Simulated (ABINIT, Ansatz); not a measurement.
An input for ABINIT 10.8.3 (Sr2H3I (P-3m1)):

```
acell 3*1.0 Angstrom
rprim 
  4.242728767114 -0.000000000028 0.000000000000
  -2.121364383533 3.674310893702 0.000000000000
  0.000000000000 0.000000000000 7.682747430000
ntypat 3
znucl 38 1 53
natom 6
typat 1 1 2 2 2 3
xred 
  0.666666666667 0.333333333333 0.678655290000
  0.333333333333 0.666666666667 0.321344710000
  0.000000000000 0.000000000000 0.500000000000
  0.666666666667 0.333333333333 0.357251500000
  0.333333333333 0.666666666667 0.642748500000
  0.000000000000 0.000000000000 0.000000000000
pp_dirpath "pseudos"
pseudos "Sr.upf, H.upf, I.upf"
ecut 31
ngkpt 3 3 2
nshiftk 1
shiftk 0 0 0
kptopt 1
chksymbreak 0
istwfk *1
occopt 1
irdwfk 1
optdriver 4
nband 230
gwcalctyp 0
ecutsigx 31
symsigma 1
nkptgw 3
kptgw 
  0.0000000000 0.0000000000 0.5000000000
  0.3333333333 0.3333333333 0.0000000000
  0.0000000000 0.0000000000 0.0000000000
bdgw 
  13 18
  14 17
  13 18
ecuteps 6.5
irdscr 1
ppmodel 3
indata_prefix "in"
outdata_prefix "out"
tmpdata_prefix "tmp"
```

```sh
OMP_NUM_THREADS=1 mpirun -n 4 abinit run.abi > log
```

Estimate wall time and host memory on 4 MPI ranks of Arm Neoverse V1, shared host.

It took 43 s; on shared hardware allow 22 s to 87 s. Peak host memory was 1.6 GiB.

[Paths, hosts, dates, memory and timing lines, banners, echoed tables and standing remarks are left out of the program output.]

[Logs are printed without paths, hosts, clocks, repeated set-up lines and the standing remarks that a program may print on its own settings, such as how far it seeks lower states.]

[Runs of the session that timed out or met a known fault of the program may be left out.]

[Hosts, paths, dates, database ids (printed as entryN), source tags and the programs' standing remarks are cut or masked in the printed files.]

[G0W0 gaps are taken among the corrected bands and points alone; a level outside them can change the order at an edge.]

[Where Ansatz stands beside ABINIT at settings called matched, ABINIT's density can come from a denser mesh and the files from another edition; pairs whose starting gaps differed by over 0.03 eV were left out, so agreement reads better than it is.]
